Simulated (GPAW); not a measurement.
# Core-hole calculation of the O K edge in La2O3 (P-3m1)

How does the O K edge of La2O3 (P-3m1) move when the bonds are compressed or stretched?

Method: X-ray absorption from dipole matrix elements to empty bands, plane-wave PAW LDA, without spin-orbit coupling, in GPAW 26.7.0.

## Step 1: The starting structure

It takes space group P-3m1 (No. 164, trigonal). The conventional cell has a = 3.931 Å, b = 3.931 Å, c = 6.112 Å, α = 90.00°, β = 90.00°, γ = 120.00°. La has 7 O at 2.36 to 2.72 Å nearest. Nearest to O lie 6 La at 2.72 Å. Nearest to O lie 4 La at 2.36 to 2.44 Å. Farther neighbours and most contacts between anions are not listed.

As a file:

```xyz
5
Lattice="3.9308 0.0000 0.0000 -1.9654 3.4042 0.0000 0.0000 0.0000 6.1120" Properties=species:S:1:pos:R:3 pbc="T T T"
La    0.0000    2.2694    1.5050
La    1.9654    1.1347    4.6070
O     0.0000    0.0000    0.0000
O     0.0000    2.2694    3.9477
O     1.9654    1.1347    2.1643
```

## Step 2: The field without a hole

A plain self-consistent run shows whether there is a gap, which decides the set-up of the core-hole run.

Input file scf.py:

```python
import numpy as np
from ase import Atoms
from ase.parallel import parprint, paropen
from gpaw import GPAW, PW, FermiDirac, Mixer, MixerDif, setup_paths
from gpaw.test import gen
setup_paths.insert(0, '.')
gen('O', name='nch1s', xcname='LDA', corehole=(1, 0, 0), write_xml=True)
from gpaw.mpi import world
world.barrier()

atoms = Atoms('La2O3',
    cell=[[3.93077788, 0, 0],
     [-1.96538894, 3.4041535, 0],
     [0, 0, 6.11195352]],
    scaled_positions=[[0.33333333, 0.66666667, 0.24623568],
     [0.66666667, 0.33333333, 0.75376432],
     [0, 0, 0],
     [0.33333333, 0.66666667, 0.64589065],
     [0.66666667, 0.33333333, 0.35410935]],
    pbc=True)
atoms.calc = calc = GPAW(legacy_gpaw=True, mode=PW(500, force_complex_dtype=True), xc='LDA', setups={2: 'nch1s'},
    kpts={'size': (7, 7, 4), 'gamma': True}, occupations=FermiDirac(0.05),
    charge=0, mixer=Mixer(0.1, 5, 50), maxiter=150,
    convergence={'density': 0.0001, 'eigenstates': 1e-6}, txt='scf.txt')
energy = atoms.get_potential_energy() + calc.get_reference_energy()
ef = calc.get_fermi_level()
out = dict(energy=energy, fermi=ef, forces=atoms.get_forces().tolist())
parprint(f'all-electron energy {energy:.4f} eV, Fermi level {ef:.4f} eV')
ev = np.array([[calc.get_eigenvalues(k, s) for k in range(len(calc.get_ibz_k_points()))] for s in range(calc.get_number_of_spins())])
out['homo'], out['lumo'], out['counts'] = ev[ev < ef].max(), ev[ev > ef].min(), sorted(set((ev < ef).sum((0, 2)).tolist()))
out['filled'] = (ev[:, 0] < ef).sum(1).tolist()
import json
with paropen('out.json', 'w') as f:
    json.dump(out, f)
```

Launch:

```bash
> OMP_NUM_THREADS=1 mpirun -n 4 gpaw python scf.py
```

Numbers of over 12 decimals in the logs are rounded to 6 here.

The log of the run:

```text
Input parameters:
  convergence: {density: 0.0001,
                eigenstates: 1e-06}
  kpts: {gamma: True,
         size: (7, 7, 4)}
  maxiter: 150
  mixer: {backend: pulay,
          beta: 0.1,
          method: separate,
          nmaxold: 5,
          weight: 50}
  mode: {ecut: 500.0,
         force_complex_dtype: True,
         name: pw}
  occupations: {fixmagmom: False,
                name: fermi-dirac,
                width: 0.05}
  setups: {2: nch1s}

Initialize ...

[... PAW data sets ...]

Reference energy: -467960.970027  # eV

Spin-paired calculation

[... convergence settings ...]
Symmetries present (total): 12
  [... symmetry matrices ...]

196 k-points: 7 x 7 x 4 Monkhorst-Pack grid + [0.000000,0.000000,1/8]
28 k-points in the irreducible part of the Brillouin zone
       k-points in crystal coordinates                weights
   0:     0.00000000    0.00000000    0.00000000          1/196
   1:     0.00000000    0.00000000    0.25000000          2/196
   2:     0.00000000    0.00000000    0.50000000          1/196
   3:     0.14285714    0.00000000   -0.25000000          6/196
   4:     0.14285714    0.00000000    0.00000000          6/196
   5:     0.14285714    0.00000000    0.25000000          6/196
   6:     0.14285714    0.00000000    0.50000000          6/196
   7:     0.28571429   -0.14285714    0.00000000          6/196
   8:     0.28571429   -0.14285714    0.25000000         12/196
   9:     0.28571429   -0.14285714    0.50000000          6/196
          ...
  27:     0.42857143    0.42857143    0.50000000          6/196

Wave functions: Plane wave expansion
  Cutoff energy: 500.000 eV
  Number of coefficients (min, max): 2057, 2098
  Pulay-stress correction: 0.000000 eV/Ang^3 (de/decut=0.000000)
  Using FFTW library
  Wavefunction extrapolation:
    Improved wavefunction reuse through dual PAW basis

Occupation numbers: Fermi-Dirac:
  width: 0.0500  # eV

Eigensolver
   Davidson(niter=2)

Densities:
  Coarse grid: 21*21*32 grid
  Fine grid: 42*42*64 grid
  Total Charge: 0.000000

Density mixing:
  Method: separate
  Backend: pulay
  Linear mixing parameter: 0.1
  old densities: 5
  Width of damping distribution: 1.1
  Damping of long wavelength oscillations: 50

[... Hamiltonian set-up ...]
Number of atoms: 5
Number of atomic orbitals: 52
Number of bands in calculation: 28
Number of valence electrons: 40
Bands to converge: occupied

... initialized

Initializing position-dependent things.

Density initialized from atomic densities
Creating initial wave functions:
  28 bands from LCAO basis set

         O   La

         La  O

       O

Atomic positions and initial magnetic moments

Positions:
   0 La    -0.000000    2.269436    1.504981    ( 0.0000,  0.0000,  0.0000)
   1 La     1.965389    1.134718    4.606972    ( 0.0000,  0.0000,  0.0000)
   2 O      0.000000    0.000000    0.000000    ( 0.0000,  0.0000,  0.0000)
   3 O     -0.000000    2.269436    3.947654    ( 0.0000,  0.0000,  0.0000)
   4 O      1.965389    1.134718    2.164300    ( 0.0000,  0.0000,  0.0000)

Unit cell:
           periodic     x           y           z      points  spacing
  1. axis:    yes    3.930778    0.000000    0.000000    21     0.1621
  2. axis:    yes   -1.965389    3.404154    0.000000    21     0.1621
  3. axis:    yes    0.000000    0.000000    6.111954    32     0.1910

  Lengths:   3.930778   3.930778   6.111954
  Angles:   90.000000  90.000000 120.000000

Effective grid spacing dv^(1/3) = 0.1796

iter:   1   -48.962026
iter:   2   -46.494756   -0.04  -0.88
iter:   3   -44.469600   +0.68  -0.99
iter:   4   -44.771265   -0.02  -1.36
iter:   5   -45.704192   +0.18  -1.44
iter:   6   -44.829973   +0.06  -1.37
iter:   7   -44.979860   -0.34  -1.90
iter:   8   -45.252490   -0.36  -1.73
[...]
iter:  16   -44.812333   -1.15  -1.94
iter:  17   -44.805289   -1.61  -2.14
iter:  18   -44.787757   -1.41  -2.24
iter:  19   -44.793588c  -1.84  -2.59
iter:  20   -44.790356c  -2.65  -2.46
iter:  21   -44.790078c  -2.62  -2.64
iter:  22   -44.790066c  -2.98  -2.81
iter:  23   -44.789716c  -3.55  -2.91
iter:  24   -44.789666c  -4.12  -3.18
iter:  25   -44.789684c  -3.93  -3.32
[...]
iter:  29   -44.789643c  -4.92  -3.53
iter:  30   -44.789642c  -5.46  -3.91
iter:  31   -44.789640c  -4.47  -3.98
iter:  32   -44.789638c  -5.39  -4.11c
iter:  33   -44.789638c  -5.97  -4.53c
iter:  34   -44.789638c  -6.09c -4.70c

Converged after 34 iterations.

Dipole moment: (-0.000000, 0.000000, -0.000000) |e|*Ang

Energy contributions relative to reference atoms: (reference = -467960.970027)

Kinetic:        +43.448629
Potential:      -41.276390
External:        +0.000000
XC:             -45.963554
Entropy (-ST):   -0.000000
Local:           -0.998323
SIC:             +0.000000
--------------------------
Free energy:    -44.789638
Extrapolated:   -44.789638

Showing only first 2 kpts
 Kpt  Band  Eigenvalues  Occupancy
  0    18      7.28742    2.00000
  0    19      7.54925    2.00000
  0    20     11.83225    0.00000
  0    21     12.20439    0.00000

  1    18      7.32970    2.00000
  1    19      7.32972    2.00000
  1    20     12.01282    0.00000
  1    21     12.28130    0.00000

Fermi level: 9.73864

Gap: 3.822 eV
Transition (v -> c):
  (s=0, k=21, n=19, [0.43, 0.00, 0.50]) -> (s=0, k=19, n=20, [0.43, 0.00, 0.00])
Direct/indirect transitions are different
Direct gap: 3.970 eV
Transition at: (s=0, k=22, n=19, [0.43, 0.29, 0.00])

Forces in eV/Ang:
  0 La   -0.00000   -0.00000    0.15121
  1 La    0.00000    0.00000   -0.15121
  2 O     0.00000    0.00000    0.00000
  3 O     0.00000   -0.00000    0.02244
  4 O     0.00000   -0.00000   -0.02244
Scalar-relativistic atomic LDA calculation for O (Oxygen, Z=8)
Core hole in 1s state (1s occupation: 2.0)
300 radial gridpoints.
|------------------------------------------------|
|------------------------------------------------|
[... the atom generator's iteration count ...]

Energy contributions:
-------------------------
Kinetic:      +74.266897
XC:            -7.772280
Potential:   -141.018865
-------------------------
Total:        -74.524248

state      eigenvalue         ekin         rmax
-----------------------------------------------
1s^2.0 :   -18.772897    28.821965        0.130
2s^2.0 :    -0.872866     3.204810        0.874
2p^4.0 :    -0.337925     2.553337        0.813
-----------------------------------------------
(units: Bohr and Hartree)

Generating PAW setup
Kinetic energy of the core from tauc = 57.689706
Cutoffs:
rc(s)=1.300
rc(p)=1.130
rc(d)=1.170
rc(vbar)=1.300
rc(comp)=1.260
rc(nct)=1.300

Kinetic energy of the core states: 57.643930
Charge: 0.0
Core electrons: 2.0
Valence electrons: 6.0
Pseudo-core charge: 0.000776
Shape function alpha=6.299
Pseudo-electron charge 5.666261
state    eigenvalue         norm
--------------------------------
2s(2) :    -0.872866     1.079797
*s    :     0.127134
2p(4) :    -0.337925     0.876472
*p    :     0.662075
*d    :     0.000000
--------------------------------

Diagonalizing with gridspacing h=0.050

state   all-electron     PAW
-------------------------------
2s:      -0.872866    -0.873954
2p:      -0.337925    -0.341740
*d:                    0.050276
*f:                    0.077289
-------------------------------
all-electron energy -468005.7597 eV, Fermi level 9.7386 eV
```

The job ended after 25 s (4 MPI ranks of Arm Neoverse V1, shared host; peak memory 0.22 GiB).

The mesh shows a gap of 3.82 eV, so the hole is first treated in a charged cell, without the excited electron.

## Step 3: Supercell without a hole, the energy reference

The photon energy needs a difference of total energies, so the cell and mesh of the coming hole run are first run without a hole.

scf.py, as its differences from that of step 2:

```diff
@@ -10,14 +10,24 @@
 
-atoms = Atoms('La2O3',
-    cell=[[3.93077788, 0, 0],
-     [-1.96538894, 3.4041535, 0],
-     [0, 0, 6.11195352]],
-    scaled_positions=[[0.33333333, 0.66666667, 0.24623568],
-     [0.66666667, 0.33333333, 0.75376432],
+atoms = Atoms('La6O9',
+    cell=[[-5.89616682, 3.4041535, 0],
+     [-5.89616682, -3.4041535, 0],
+     [3.93077788, 0, 6.11195352]],
+    scaled_positions=[[0.41541189, 0.74874523, 0.24623568],
+     [0.74874523, 0.08207856, 0.24623568],
+     [0.08207856, 0.41541189, 0.24623568],
+     [0.25125477, 0.91792144, 0.75376432],
+     [0.58458811, 0.25125477, 0.75376432],
+     [0.91792144, 0.58458811, 0.75376432],
      [0, 0, 0],
-     [0.33333333, 0.66666667, 0.64589065],
-     [0.66666667, 0.33333333, 0.35410935]],
+     [0.33333333, 0.33333333, 0],
+     [0.66666667, 0.66666667, 0],
+     [0.54863022, 0.88196355, 0.64589065],
+     [0.88196355, 0.21529688, 0.64589065],
+     [0.21529688, 0.54863022, 0.64589065],
+     [0.11803645, 0.78470312, 0.35410935],
+     [0.45136978, 0.11803645, 0.35410935],
+     [0.78470312, 0.45136978, 0.35410935]],
     pbc=True)
-atoms.calc = calc = GPAW(legacy_gpaw=True, mode=PW(500, force_complex_dtype=True), xc='LDA', setups={2: 'nch1s'},
-    kpts={'size': (7, 7, 4), 'gamma': True}, occupations=FermiDirac(0.05),
+atoms.calc = calc = GPAW(legacy_gpaw=True, mode=PW(500, force_complex_dtype=True), xc='LDA', setups={6: 'nch1s'},
+    kpts={'size': (3, 3, 3), 'gamma': True}, occupations=FermiDirac(0.02),
     charge=0, mixer=Mixer(0.1, 5, 50), maxiter=150,
```

The log of the run:

```text
Input parameters:
  convergence: {density: 0.0001,
                eigenstates: 1e-06}
  kpts: {gamma: True,
         size: (3, 3, 3)}
  maxiter: 150
  mixer: {backend: pulay,
          beta: 0.1,
          method: separate,
          nmaxold: 5,
          weight: 50}
  mode: {ecut: 500.0,
         force_complex_dtype: True,
         name: pw}
  occupations: {fixmagmom: False,
                name: fermi-dirac,
[...]
2s(2) :    -0.872866     1.079797
*s    :     0.127134
2p(4) :    -0.337925     0.876472
*p    :     0.662075
*d    :     0.000000
--------------------------------

Diagonalizing with gridspacing h=0.050

state   all-electron     PAW
-------------------------------
2s:      -0.872866    -0.873954
2p:      -0.337925    -0.341740
*d:                    0.050276
*f:                    0.077289
-------------------------------
all-electron energy -1404017.2927 eV, Fermi level 8.8357 eV
[key lines of the parts left out:]
Converged after 40 iterations.
Dipole moment: (-0.000000, -0.000000, -0.000000) |e|*Ang
Free energy:   -134.382599
Fermi level: 8.83572
```

Run time: 3.1 min. Hardware: 4 MPI ranks; peak memory 0.42 GiB.

Reference energy: -1404017.293 eV with the cores included.

[end of part 1 of 4]

[Banner, clock and machine lines of the logs are left out without a mark of their own.]

[Logs are printed without paths, hosts, clocks, repeated set-up lines and the standing remarks that a program may print on its own settings, such as how far it seeks lower states.]

[Hosts, paths, dates, database ids (printed as entryN), source tags and the programs' standing remarks are cut or masked in the printed files.]

[Lists of maxima count a maximum above −3 eV only where it reaches 4 % of the highest in the window and stands out from its surroundings by 2 % of it (1.5 % where it reaches 55 %); shoulders and weaker maxima are passed over, and of the rest the first, up to two pre-edge ones and the few strongest are named.]
